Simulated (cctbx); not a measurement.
# CaYb with cctbx, script by script

Library: cctbx 2025.11. The data are simulated by the first script.

## 1. Simulate the data

run.py:

```python
from cctbx import adptbx, crystal, miller, sgtbx, xray
from cctbx.array_family import flex
from iotbx.shelx import hklf
from scitbx import matrix
import scitbx.random

cs = crystal.symmetry(unit_cell=(10.83, 6.499, 7.069, 90, 122.57, 90), space_group_symbol='Hall: C 2y')  # C2
atoms = [  # label, site, U (iso, or U11 U22 U33 U12 U13 U23 in A^2), occupancy
    ("Yb1", (0.5, 0.9808, 0.5), 0.0046, 1),
    ("Yb2", (0.6587, 0.3419, 0.9956), 0.0059, 1),
    ("Ca1", (0.6699, 0.5035, 0.4941), 0.0068, 1),
    ("Ca2", (0, 0.3338, 0), 0.0091, 1),
]
xs = xray.structure(crystal_symmetry=cs)
for label, site, u, occ in atoms:
    u = adptbx.u_cif_as_u_star(cs.unit_cell(), u) if isinstance(u, tuple) else u
    xs.add_scatterer(xray.scatterer(label, site=site, u=u, occupancy=occ))
xs.set_inelastic_form_factors(1.54184, "sasaki")
xs.show_summary()
p1 = xs.expand_to_p1()
ms = miller.build_set(p1, anomalous_flag=True, d_min=0.83)
flex.set_random_seed(128409)
scitbx.random.set_random_seed(128409)
ms = ms.select(flex.random_double(ms.size()) < 0.7)
i = ms.structure_factors_from_scatterers(p1, algorithm="direct").f_calc().as_intensity_array().data()
i = i * 40000 / flex.max(i)
sig = flex.sqrt(i + flex.pow2(0.04 * i) + 4 ** 2)
noise = scitbx.random.variate(scitbx.random.normal_distribution())(i.size())
data = ms.array(data=i + sig * noise, sigmas=sig).set_observation_type_xray_intensity()
with open("data.hkl", "w") as f:
    data.export_as_shelx_hklf(f)
print("reflections written:", data.size(), " <I/sigma> = %.1f" % flex.mean(data.data() / data.sigmas()))
for h, a, b in list(data.sort("data"))[:12]:
    print("%4d%4d%4d %9.1f %7.1f" % (h + (a, b)))
```

```console
$ python run.py
```

```text
Number of scatterers: 4
At special positions: 2
Unit cell: (10.83, 6.499, 7.069, 90, 122.57, 90)
Space group: C 1 2 1 (No. 5)
reflections written: 2158  <I/sigma> = 9.8
   0   0  -2   36049.8  1612.5
  -3  -1   2   32932.4  1256.6
   3   1  -2   30791.5  1256.3
   3   1   0   30453.3  1233.6
   3  -1   0   30017.4  1233.9
  -3   1   0   28917.6  1233.6
  -3  -1   0   28230.1  1233.9
   0  -2  -1   27496.1  1031.9
  -6   0   2   27039.0  1084.1
   6   0  -2   26507.0  1084.1
   0  -2   1   26499.1  1031.9
  -3  -3   1   26496.7  1092.6
```

It took 0.25 s on 1 thread of Arm Neoverse V2, with other jobs on the host, peak memory 0.07 GiB.

## 2. Symmetry

run.py:

```python
from cctbx import crystal, sgtbx, statistics
from cctbx.array_family import flex
from iotbx.shelx import hklf

p1 = crystal.symmetry(unit_cell=(10.83, 6.499, 7.069, 90, 122.57, 90), space_group_symbol="P 1")
raw = hklf.reader(file_name="data.hkl").as_miller_arrays(crystal_symmetry=p1, anomalous=True)[0]
print(raw.size(), "reflections to d = %.3f A" % raw.d_min())
isig = raw.data() / raw.sigmas()
print("centring   violations  <I/sigma> of those")
best = "P"
for c in "ABCIRF":
    a = raw.customized_copy(space_group_info=sgtbx.space_group_info("Hall: %s 1" % c)).sys_absent_flags().data()
    m = flex.mean(isig.select(a))
    print("%5s %10d of %5d %8.1f" % (c, (isig.select(a) > 4).count(True), a.count(True), m))
    if (isig.select(a) > 4).count(True) < 0.01 * a.count(True):
        best = c
raw = raw.select(~raw.customized_copy(space_group_info=sgtbx.space_group_info("Hall: %s 1" % best)).sys_absent_flags().data())
isig = raw.data() / raw.sigmas()
rows = []
for s in sgtbx.space_group_symbol_iterator():
    g = sgtbx.space_group(s)
    if g.conventional_centring_type_symbol() != best or not g.is_compatible_unit_cell(p1.unit_cell(), 1e-3, 0.02):
        continue
    rows.append((s, g))
print("Laue class    unique    Rint  (classes that these axes allow; Friedel mates merged)")
rint = {}
for s, g in rows:
    laue = g.build_derived_patterson_group()
    key = laue.type().hall_symbol()
    if key not in rint:
        m = raw.customized_copy(space_group_info=laue.info(), anomalous_flag=False).merge_equivalents()
        rint[key] = m.r_int()
        print("%-14s %6d %7.3f" % (laue.type().lookup_symbol(), m.array().size(), m.r_int()))
floor = min(rint.values())
good = [(s, g) for s, g in rows if rint[g.build_derived_patterson_group().type().hall_symbol()] < 2 * floor + 0.03]
top = max(g.build_derived_patterson_group().order_z() for s, g in good)
print("space group    extra absences  I>4sigma  <I/sigma>")
for s, g in good:
    laue = g.build_derived_patterson_group()
    if laue.order_z() != top:
        continue
    a = raw.customized_copy(space_group_info=g.info()).sys_absent_flags().data()
    a &= ~raw.customized_copy(space_group_info=laue.info()).sys_absent_flags().data()
    bad = (isig.select(a) > 4).count(True)
    if bad <= 0.03 * a.count(True):
        print("%-16s %8d %10d %9s  %s" % (s.universal_hermann_mauguin(), a.count(True), bad, "%.1f" % flex.mean(isig.select(a)) if a.count(True) else "-", "centric" if g.is_centric() else "acentric"))
laue = max(good, key=lambda t: t[1].build_derived_patterson_group().order_z())[1].build_derived_patterson_group()
f = raw.customized_copy(space_group_info=laue.info(), anomalous_flag=False).merge_equivalents().array().eliminate_sys_absent().f_sq_as_f()
f.set_observation_type_xray_amplitude()
bins = max(3, min(8, f.size() // 12))
f.setup_binner(n_bins=bins)
w = statistics.wilson_plot(f, {e: n / laue.order_z() for e, n in {'Yb': 6.0, 'Ca': 6.0}.items()}, e_statistics=True)
print("Wilson B = %.2f A^2   <|E^2-1|> = %.3f (0.968 centric, 0.736 acentric)   E^2>4: %.1f %%" % (w.wilson_b, w.mean_e_sq_minus_1, w.percent_e_sq_gt_2))
print("shell (A)         n   <I/sigma>")
m = raw.customized_copy(space_group_info=laue.info(), anomalous_flag=False).merge_equivalents().array().eliminate_sys_absent()
for b in m.setup_binner(n_bins=bins).range_used():
    sel = m.binner().selection(b)
    print("%5.2f - %4.2f %6d %8.1f" % (min(m.binner().bin_d_range(b)[0] if m.binner().bin_d_range(b)[0] > 0 else 99, 99), m.binner().bin_d_range(b)[1], sel.count(True), flex.mean((m.data() / m.sigmas()).select(sel))))
```

```console
$ python run.py
```

```text
2158 reflections to d = 0.830 A
centring   violations  <I/sigma> of those
    A        546 of  1096      9.7
    B        546 of  1070      9.9
    C          0 of  1060      0.0
    I        545 of  1083      9.8
    R        724 of  1441      9.9
    F        546 of  1613      6.6
Laue class    unique    Rint  (classes that these axes allow; Friedel mates merged)
C 1 2/m 1         413   0.028
space group    extra absences  I>4sigma  <I/sigma>
C 1 2 1                 0          0         -  acentric
C 1 m 1                 0          0         -  acentric
C 1 2/m 1               0          0         -  centric
Wilson B = 0.72 A^2   <|E^2-1|> = 0.890 (0.968 centric, 0.736 acentric)   E^2>4: 1.9 %
shell (A)         n   <I/sigma>
 5.29 - 1.65     55     28.7
 1.65 - 1.31     55     30.1
 1.31 - 1.15     51     28.4
 1.15 - 1.05     45     26.7
 1.05 - 0.97     60     28.9
 0.97 - 0.91     47     29.9
 0.91 - 0.87     48     25.6
 0.87 - 0.83     52     27.7
```

Time: 0.24 s.

## 3. Patterson map

run.py:

```python
from cctbx import crystal, maptbx
from iotbx.shelx import hklf

cs = crystal.symmetry(unit_cell=(10.83, 6.499, 7.069, 90, 122.57, 90), space_group_symbol='Hall: C 2y')  # C2
raw = hklf.reader(file_name="data.hkl").as_miller_arrays(crystal_symmetry=cs, anomalous=True)[0]
merged = raw.eliminate_sys_absent().merge_equivalents()
fo2 = merged.array().set_observation_type_xray_intensity()
f = fo2.average_bijvoet_mates().f_sq_as_f()
pm = f.patterson_map(symmetry_flags=maptbx.use_space_group_symmetry, sharpening=False, resolution_factor=0.25)
peaks = pm.peak_search(parameters=maptbx.peak_search_parameters(min_distance_sym_equiv=0.4, max_clusters=14)).all()
top = peaks.heights()[0]
print("Patterson group", f.patterson_symmetry().space_group_info())
print("      u       v       w   height  length (A)")
for x, h in zip(peaks.sites(), peaks.heights()):
    y = [t - round(t) for t in x]
    print("%7.3f %7.3f %7.3f %8.1f %8.2f" % (x + (1000 * h / top, cs.unit_cell().length(y))))
```

```console
$ python run.py
```

```text
Patterson group C 1 2/m 1
      u       v       w   height  length (A)
  0.000   0.000   0.000   1000.0     0.00
  0.172   0.500   0.001    613.4     3.74
  0.163   0.353   0.499    397.9     3.76
  0.000   0.158   0.500    235.9     3.68
  0.077   0.000   0.205     28.0     1.22
  0.241   0.500   0.209     23.9     3.92
  0.036   0.158   0.104     22.4     1.20
  0.037   0.000   0.590     21.6     3.13
  0.208   0.500   0.605     21.1     5.49
  0.083   0.500   0.799     20.8     3.84
  0.104   0.500   0.527     17.8     5.20
  0.122   0.350   0.302     16.7     2.91
  0.131   0.347   0.907     16.7     2.92
  0.092   0.289   0.142     16.3     2.11
```

Time: 0.24 s.

## 4. Charge flipping

run.py:

```python
import itertools
from cctbx import crystal, maptbx
from cctbx.array_family import flex
from iotbx.shelx import hklf
from smtbx.ab_initio import charge_flipping as cf

cs = crystal.symmetry(unit_cell=(10.83, 6.499, 7.069, 90, 122.57, 90), space_group_symbol='Hall: C 2y')  # C2
raw = hklf.reader(file_name="data.hkl").as_miller_arrays(crystal_symmetry=cs, anomalous=True)[0]
merged = raw.eliminate_sys_absent().merge_equivalents()
fo2 = merged.array().set_observation_type_xray_intensity()
f = fo2.average_bijvoet_mates().f_sq_as_f().resolution_filter(d_min=0.9)
p1 = f.expand_to_p1()
p1.setup_binner_counting_sorted(reflections_per_bin=max(40, p1.size() // 12))
work = p1.array(data=p1.data() / p1.amplitude_quasi_normalisations().data())
flex.set_random_seed(73421)
it = cf.weak_reflection_improved_iterator(delta=None, weak_reflection_fraction=0.3)
it.start(work, phases=flex.random_double(p1.size()) * 6.2832, f_000=0)
it.delta = 1 * it.rho_map.sigma()
print("cycle      R  skewness")
for n, st in enumerate(itertools.islice(it, 100)):
    if n % 8 == 0:
        print("%5d %6.3f %8.2f" % (n, st.r1_factor(), st.rho_map.skewness()))
rho = p1.phase_transfer(it.f_calc).fft_map().apply_volume_scaling()
polish = cf.low_density_elimination_iterator(constant_rho_c=rho.sigma())
polish.start(f_obs=p1, phases=it.f_calc, f_000=0)
for _ in range(8):
    next(polish)
print("origin shift          correlation  skewness")
maps = []
for fc, shift, cc in itertools.islice(cf.f_calc_symmetrisations(f, polish.f_calc, 0), 4):
    m = f.phase_transfer(fc).fft_map(symmetry_flags=maptbx.use_space_group_symmetry, resolution_factor=0.25).apply_sigma_scaling()
    maps.append((m.skewness(), cc, m))
    print("%6.3f %6.3f %6.3f %10.3f %9.2f" % (tuple(shift) + (cc, m.skewness())))
skew, cc, m = max((t for t in maps if t[1] > maps[0][1] - 0.04), key=lambda t: t[0])
print("taken: symmetry correlation %.3f, skewness %.2f" % (cc, skew))
peaks = m.peak_search(parameters=maptbx.peak_search_parameters(min_distance_sym_equiv=0.9, max_clusters=9)).all()
sps = cs.special_position_settings(min_distance_sym_equiv=0.5)
print("peak      x       y       z  mult  height/sigma")
for k, (x, h) in enumerate(zip(peaks.sites(), peaks.heights())):
    ss = sps.site_symmetry(x)
    print("Q%-3d %7.4f %7.4f %7.4f %4d %8.1f" % ((k + 1,) + tuple(t % 1 for t in ss.exact_site()) + (ss.multiplicity(), h)))
```

```console
$ python run.py
```

```text
cycle      R  skewness
    0  0.519     0.26
    8  0.392     1.35
   16  0.414     1.52
   24  0.410     1.63
   32  0.419     1.78
   40  0.430     1.87
   48  0.428     1.96
   56  0.437     3.24
   64  0.442     3.76
   72  0.440     3.63
   80  0.427     3.70
   88  0.445     3.81
   96  0.438     3.84
origin shift          correlation  skewness
 0.377 -0.000  0.426      0.947      3.48
 0.211  0.000  0.425      0.955      4.28
 0.044  0.000  0.426      0.953      4.14
 0.351  0.000 -0.003      0.840      2.42
taken: symmetry correlation 0.955, skewness 4.28
peak      x       y       z  mult  height/sigma
Q1    0.0000  0.9960  0.5000    2     16.0
Q2    0.1592  0.3560  0.0047    4      9.9
Q3    0.1774  0.5055  0.4905    4      9.7
Q4    0.0000  0.8609  0.0000    2      5.4
Q5    0.1648  0.6016  0.0098    4      4.4
Q6    0.2150  0.1946  0.1522    4      4.0
Q7    0.0838  0.5430  0.6685    4      3.3
Q8    0.1216  0.1434  0.4044    4      2.5
Q9    0.2157  0.3783  0.8428    4      2.4
```

Time: 0.28 s.

## 5. Refinement (model from the peaks)

run.py:

```python
import math
from cctbx import adptbx, crystal, maptbx, sgtbx, xray
from cctbx.array_family import flex
from cctbx.xray import observations
from iotbx.shelx import hklf
from scitbx.lstbx import normal_eqns_solving
from smtbx import absolute_structure, utils
from smtbx.refinement import constraints, least_squares

cs = crystal.symmetry(unit_cell=(10.83, 6.499, 7.069, 90, 122.57, 90), space_group_symbol='Hall: C 2y')  # C2
atoms = [  # label, site, U (iso, or U11 U22 U33 U12 U13 U23 in A^2), occupancy
    ("Yb1", (0, 0.996, 0.5), 0.0200, 1),
    ("Yb2", (0.1592, 0.356, 0.0047), 0.0200, 1),
    ("Ca1", (0.1774, 0.5055, 0.4905), 0.0200, 1),
    ("Ca2", (0, 0.8609, 0), 0.0200, 1),
]
xs = xray.structure(crystal_symmetry=cs)
for label, site, u, occ in atoms:
    u = adptbx.u_cif_as_u_star(cs.unit_cell(), u) if isinstance(u, tuple) else u
    xs.add_scatterer(xray.scatterer(label, site=site, u=u, occupancy=occ))
xs.set_inelastic_form_factors(1.54184, "sasaki")
raw = hklf.reader(file_name="data.hkl").as_miller_arrays(crystal_symmetry=cs, anomalous=True)[0]
merged = raw.eliminate_sys_absent().merge_equivalents()
fo2 = merged.array().set_observation_type_xray_intensity()
print("Rint %.3f, %d unique reflections to %.2f A" % (merged.r_int(), fo2.size(), fo2.d_min()))
for sc in xs.scatterers():
    sc.flags.set_grad_site(True)
    sc.flags.set_grad_u_aniso(sc.flags.use_u_aniso())
    sc.flags.set_grad_u_iso(sc.flags.use_u_iso())
obs = fo2.as_xray_observations()
extra = {}
rep = constraints.reparametrisation(xs, [], utils.connectivity_table(xs), **extra)
ls = least_squares.crystallographic_ls(obs, rep, weighting_scheme=least_squares.mainstream_shelx_weighting(a=0, b=0))
print("cycle     R1     wR2    GooF  max shift (A)")
for cycle in range(6):
    ls.build_up()
    r1, wr2, goof = ls.r1_factor(cutoff_factor=2)[0], ls.wR2(), ls.goof()
    old = xs.sites_cart()
    normal_eqns_solving.levenberg_marquardt_iterations(ls, n_max_iterations=3, tau=0.0001, step_threshold=1e-7)
    big = flex.max((xs.sites_cart() - old).norms())
    print("%4d %7.4f %7.4f %7.3f %9.5f" % (cycle + 1, r1, wr2, goof, big))
    ls.build_up(objective_only=True)
    if abs(ls.wR2() - wr2) < 5e-5 and big < 5e-4:
        break
ls.build_up()
print("final R1 %.4f wR2 %.4f GooF %.3f  parameters %d  data/parameter %.1f" % (ls.r1_factor(cutoff_factor=2)[0], ls.wR2(), ls.goof(), ls.n_parameters, fo2.size() / ls.n_parameters))
cov = ls.covariance_matrix_and_annotations()
su = dict(zip(cov.annotations, (math.sqrt(max(v, 0)) for v in cov.matrix.matrix_packed_u_diagonal())))
a2 = cs.unit_cell().reciprocal_parameters()[0] ** -2
print("atom        x        y        z      Ueq    occ   su(xyz)  su(Uiso or U11)")
for sc in xs.scatterers():
    s = max(su.get(sc.label + k, 0) for k in (".x", ".y", ".z"))
    npd = "" if sc.is_positive_definite_u(cs.unit_cell()) else "  NPD"
    print("%-5s %8.5f %8.5f %8.5f %8.4f %6.3f %8.5f %7.4f%s" % ((sc.label,) + sc.site + (sc.u_iso_or_equiv(cs.unit_cell()), sc.occupancy, s, su.get(sc.label + ".uiso", su.get(sc.label + ".u11", 0) * a2), npd)))
fo = fo2.f_sq_as_f()
fc = fo.structure_factors_from_scatterers(xs, algorithm="direct").f_calc()
diff = fo.f_obs_minus_f_calc(1 / math.sqrt(ls.scale_factor()), fc).average_bijvoet_mates()
m = diff.fft_map(symmetry_flags=maptbx.use_space_group_symmetry, resolution_factor=0.25).apply_volume_scaling()
print("difference map: max %.2f min %.2f rms %.2f" % (m.statistics().max(), m.statistics().min(), m.statistics().sigma()))
peaks = m.peak_search(parameters=maptbx.peak_search_parameters(min_distance_sym_equiv=0.6, max_clusters=5)).all()
near = xs.closest_distances(peaks.sites(), distance_cutoff=4)
sps = cs.special_position_settings(min_distance_sym_equiv=0.5)
for k, (x, h) in enumerate(zip(peaks.sites(), peaks.heights())):
    ss = sps.site_symmetry(x)
    print("Q%-3d %7.4f %7.4f %7.4f %4d %7.2f  %.2f A from %s" % ((k + 1,) + tuple(t % 1 for t in ss.exact_site()) + (ss.multiplicity(), h, near.smallest_distances[k], xs.scatterers()[near.i_seqs[k]].label)))
```

```console
$ python run.py
```

```text
Rint 0.026, 710 unique reflections to 0.83 A
cycle     R1     wR2    GooF  max shift (A)
   1  0.1870  0.4711  11.164   0.06759
   2  0.0783  0.1957   4.636   0.03134
   3  0.0547  0.1369   3.244   0.01616
   4  0.0446  0.1113   2.638   0.01004
   5  0.0388  0.0961   2.278   0.00639
   6  0.0348  0.0856   2.028   0.00450
final R1 0.0318 wR2 0.0777 GooF 1.841  parameters 12  data/parameter 59.2
atom        x        y        z      Ueq    occ   su(xyz)  su(Uiso or U11)
Yb1    0.00000  0.99482  0.50000   0.0075  1.000  0.00012  0.0002
Yb2    0.15859  0.35677 -0.00437   0.0081  1.000  0.00007  0.0002
Ca1    0.17050  0.51919  0.49390   0.0147  1.000  0.00045  0.0006
Ca2    0.00000  0.85228  0.00000   0.0176  1.000  0.00088  0.0006
difference map: max 6.38 min -2.49 rms 0.42
Q1    0.0000  0.8440  0.0000    2    6.38  0.05 A from Ca2
Q2    0.1655  0.5195  0.4983    4    4.77  0.08 A from Ca1
Q3    0.1688  0.3503  0.0010    4    3.05  0.10 A from Yb2
Q4    0.0000  0.0185  0.5000    2    2.02  0.15 A from Yb1
Q5    0.1666  0.1818  0.5000    4    1.45  2.04 A from Ca1
```

Time: 0.6 s.

## 6. Refinement (anisotropic displacement)

run.py, as its changes from the last script of this kind:

```diff
@@ -12,4 +12,4 @@
-    ("Yb1", (0, 0.996, 0.5), 0.0200, 1),
-    ("Yb2", (0.1592, 0.356, 0.0047), 0.0200, 1),
-    ("Ca1", (0.1774, 0.5055, 0.4905), 0.0200, 1),
-    ("Ca2", (0, 0.8609, 0), 0.0200, 1),
+    ("Yb1", (0, 0.99482, 0.5), 0.0075, 1),
+    ("Yb2", (0.15859, 0.35677, -0.00437), 0.0081, 1),
+    ("Ca1", (0.1705, 0.51919, 0.4939), 0.0147, 1),
+    ("Ca2", (0, 0.85228, 0), 0.0176, 1),
@@ -21,0 +22 @@
+xs.convert_to_anisotropic()
@@ -35 +36 @@
-for cycle in range(6):
+for cycle in range(8):
@@ -39 +40 @@
-    normal_eqns_solving.levenberg_marquardt_iterations(ls, n_max_iterations=3, tau=0.0001, step_threshold=1e-7)
+    normal_eqns_solving.levenberg_marquardt_iterations(ls, n_max_iterations=3, tau=1e-06, step_threshold=1e-7)
@@ -54,0 +56,4 @@
+fc = fo2.structure_factors_from_scatterers(xs, algorithm="direct").f_calc()
+absolute_structure.flack_analysis(xs, fo2.as_xray_observations()).show()
+h = absolute_structure.hooft_analysis(fo2, fc, scale_factor=ls.scale_factor())
+print("Hooft y: %.3f(%.0f)  Bijvoet pairs: %d" % (h.hooft_y, 1000 * h.sigma_y, h.n_bijvoet_pairs))
@@ -60 +65 @@
-peaks = m.peak_search(parameters=maptbx.peak_search_parameters(min_distance_sym_equiv=0.6, max_clusters=5)).all()
+peaks = m.peak_search(parameters=maptbx.peak_search_parameters(min_distance_sym_equiv=0.6, max_clusters=6)).all()
```

```console
$ python run.py
```

```text
Rint 0.026, 710 unique reflections to 0.83 A
cycle     R1     wR2    GooF  max shift (A)
   1  0.0318  0.0778   1.865   0.01395
   2  0.0162  0.0413   0.990   0.00826
   3  0.0161  0.0412   0.988   0.00576
   4  0.0161  0.0411   0.986   0.00431
   5  0.0161  0.0411   0.986   0.00339
   6  0.0161  0.0411   0.985   0.00275
   7  0.0161  0.0411   0.985   0.00228
   8  0.0161  0.0411   0.985   0.00191
final R1 0.0161 wR2 0.0411 GooF 0.985  parameters 28  data/parameter 25.4
atom        x        y        z      Ueq    occ   su(xyz)  su(Uiso or U11)
Yb1    0.00000  0.99582  0.50000   0.0043  1.000  0.00030  0.0002
Yb2    0.15872  0.35648 -0.00437   0.0058  1.000  0.00004  0.0002
Ca1    0.16996  0.51698  0.49418   0.0075  1.000  0.00117  0.0006
Ca2    0.00000  0.84572  0.00000   0.0074  1.000  0.00229  0.0007
Flack x: -0.08(18)
Hooft y: 0.128(232)  Bijvoet pairs: 297
difference map: max 0.81 min -0.67 rms 0.19
Q1    0.1921  0.8472  0.1815    4    0.83  1.76 A from Ca2
Q2    0.0935  0.8390  0.1781    4    0.75  1.11 A from Ca2
Q3    0.1427  0.0008  0.3251    4    0.68  1.72 A from Ca1
Q4    0.0494  0.2585  0.8212    4    0.64  1.33 A from Yb2
Q5    0.0746  0.3434  0.7889    4    0.61  1.24 A from Yb2
Q6    0.0298  0.5041  0.6856    4    0.59  1.83 A from Ca1
```

Run time: 0.73 s on 1 thread of Arm Neoverse V2, with other jobs on the host, peak memory 0.09 GiB.

[Logs are printed without paths, hosts, clocks, repeated set-up lines and the standing remarks that a program may print on its own settings, such as how far it seeks lower states.]
